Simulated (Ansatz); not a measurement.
# An extra electron or hole in a frame of liquid (Cs,Rb)F from 1100 K (78 atoms): runs compared

Does an extra electron or hole in a frame of liquid (Cs,Rb)F from 1100 K (78 atoms) stay spread out, or do the atoms trap it?

Computed with Ansatz 0.2.0: Kohn-Sham DFT, LDA, PAW (set soft_2), plane waves.

In doubt: warnings of the run leave room for a lower electronic state (in some of the runs), so energies may not be the lowest and differences between runs may mislead.

## Step 1: The cell as built

The cell holds 78 atoms: 20 Cs, 19 Rb and 39 F. Its edges and angles: a = 13.773 Å, b = 13.773 Å, c = 13.773 Å, α = 90.0°, β = 90.0°, γ = 90.0°. 78 atoms (20 Cs, 19 Rb, 39 F) placed at random at 3.13 g/cm³, melted at 1600 K for 10 ps at fixed volume with the Lennard-Jones and Coulomb ion parameters for SPC/E (Joung and Cheatham, J. Phys. Chem. B 112, 9020 (2008)), full charges. Snapshot at the end of a hold of 15 ps at 1100 K and zero pressure.

Limits known from the start: The starting topology of bonds comes from the classical model, and needn't be the one that DFT or experiment would give. The ion parameters were fitted for water, not for melts, so the density of this cell may lie well off the real melt's. The Brillouin zone is sampled at Γ only, in a cell whose shortest periodic width is 14 Å. No spin–orbit coupling is included, so levels derived from the heavy atoms are approximate. The liquid is relaxed first, so the results are those of a frozen frame at zero temperature.

## Step 2: The reference run

The reference is a single point at the end of the relaxation.

The charged cells start from the geometry of this run, on a uniform background, with spin and a narrow Fermi–Dirac smearing.

Its input, with most atom lines left out:

```yaml
crystal:
  lattice:
    - [13.77283, 0.0, 0.0]
    - [0.0, 13.77283, 0.0]
    - [0.0, 0.0, 13.77283]
  atoms:
    - { symbol: Cs, position: [0.44338, 0.37604, 0.38398] }
    - { symbol: Cs, position: [0.44313, 0.05638, 0.58998] }
    - { symbol: Cs, position: [0.23257, 0.1225, 0.38063] }
    - { symbol: Cs, position: [0.91627, 0.3803, 0.66013] }
    - { symbol: Cs, position: [0.36566, 0.72213, 0.59531] }
    - { symbol: Cs, position: [0.44089, 0.62734, 0.08681] }
    - { symbol: Cs, position: [0.9165, 0.82605, 0.4028] }
    [... atom lines 8 to 78 left out ...]
kpoints:
  mp_grid: { grid: [1, 1, 1] }
hamiltonian:
  xc: lda
scf:
  occupations: { method: fermi_dirac, width: 0.05 }
output:
  forces: true
  stress: true
  populations: true
  dos:
    method: { smearing: { sigma: 0.15 } }
    de: 0.1
    projected: { site_lists: { Cs: [Cs], F: [F], Rb: [Rb] } }
  eigenvalues: true
  write_density: true
  write_potential: true
  volumetric_format: npy
  elf: true
```

* free energy per atom: -2581.8991 eV/atom
* r.m.s. force component: 0.00842 eV/Å
* pressure: -0.9209 GPa

Filled and empty levels are parted by 3.98 eV (at Γ alone); a local or semilocal functional tends to put such gaps too low. In a disordered cell it changes from sample to sample and from frame to frame.

## Step 3: The runs

Each row is one run, on 4 threads of Intel Xeon at 2.80GHz (Skylake/Cascade Lake), shared host. The free energy is the program's total, comparable only between runs with the same functional, potentials and atoms; between charge states it hangs on the program's zero of potential.

```tsv
run	atoms	outcome	ionic steps, all passes	free energy (eV)	time	host memory (GiB)
Single point at the start	78	converged	-	-201377.863	31 s	2.8
Relaxation	78	converged	35	-201388.131	12 min	2.8
Single point at the relaxed geometry	78	converged	-	-201388.131	43 s	2.9
An extra electron, atoms held	78	converged	-	-201383.842	2.2 min	5.0
An extra electron, atoms relaxed	78	converged	6	-201383.930	5.1 min	4.8
An extra electron, levels at the relaxed geometry	78	converged	-	-201383.930	2.6 min	5.0
Neutral at the geometry of the electron	78	converged	-	-201388.062	43 s	2.9
An extra hole, atoms held	78	converged	-	-201388.361	3.6 min	5.0
An extra hole, atoms relaxed	78	converged	6	-201388.445	14 min	4.9
An extra hole, levels at the relaxed geometry	78	converged	-	-201388.444	3.1 min	5.0
Neutral at the geometry of the hole	78	converged	-	-201388.079	30 s	2.9
```

In some runs the program notes that the exchange-correlation potential is rough where the density is thin. Further notices: convergence withheld.

## Step 4: Energies and spread of the extra charge

Energies are differences within one cell and functional; the shift is the gain plus the neutral cell's energy at the new geometry, that is how much cheaper the vertical process becomes there. The spread is the participation number of the site moments (1/Σw², over the spin inside atomic spheres), with the atom that holds the largest share and the spin that the spheres hold in all.

```tsv
carrier	charged less neutral, atoms held (eV)	gain on relaxing (eV)	neutral cell at that geometry, less the reference (eV)	shift of the vertical energy (eV)	spread, atoms held	spread, relaxed
electron	4.289	0.088	0.069	0.157	-	-
hole	-0.230	0.084	0.052	0.136	26; F76 7 % of 0.99 μB	18; F76 11 % of 1.00 μB
```

## Step 5: Outcome

The extra electron gains 0.088 eV as the atoms relax. The extra hole gains 0.084 eV as the atoms relax, and its spin goes from about 26 to 18 atoms: it stays spread out at this level. The hole is shared among 5 partly filled levels, as near-degenerate levels under the smearing give, and as self-interaction favours. Adding the two vertical energies gives 4.06 eV, against a gap of 3.98 eV in the neutral cell. The zero of the potential cancels in this sum; the excess isn't taken apart here: charging of a small cell, filling of bands on a coarse mesh and the attraction to the background can all enter.

Caveats: Single energies of charged cells hang on the program's zero of potential. In the spin-polarised runs the search for a state of lower energy was switched off. No distortion was seeded, so a trapped state behind a barrier can't be found. Local and local or semilocal functionals favour spread-out charges, so trapping can be missed. Charged cells carry a uniform background, with no correction for images.

The DFT runs together took 45 min of wall time.

[Logs are printed without paths, hosts, clocks, repeated set-up lines and the standing remarks that a program may print on its own settings, such as how far it seeks lower states.]

[Hosts, paths, dates, database ids (printed as entryN), source tags and the programs' standing remarks are cut or masked in the printed files.]
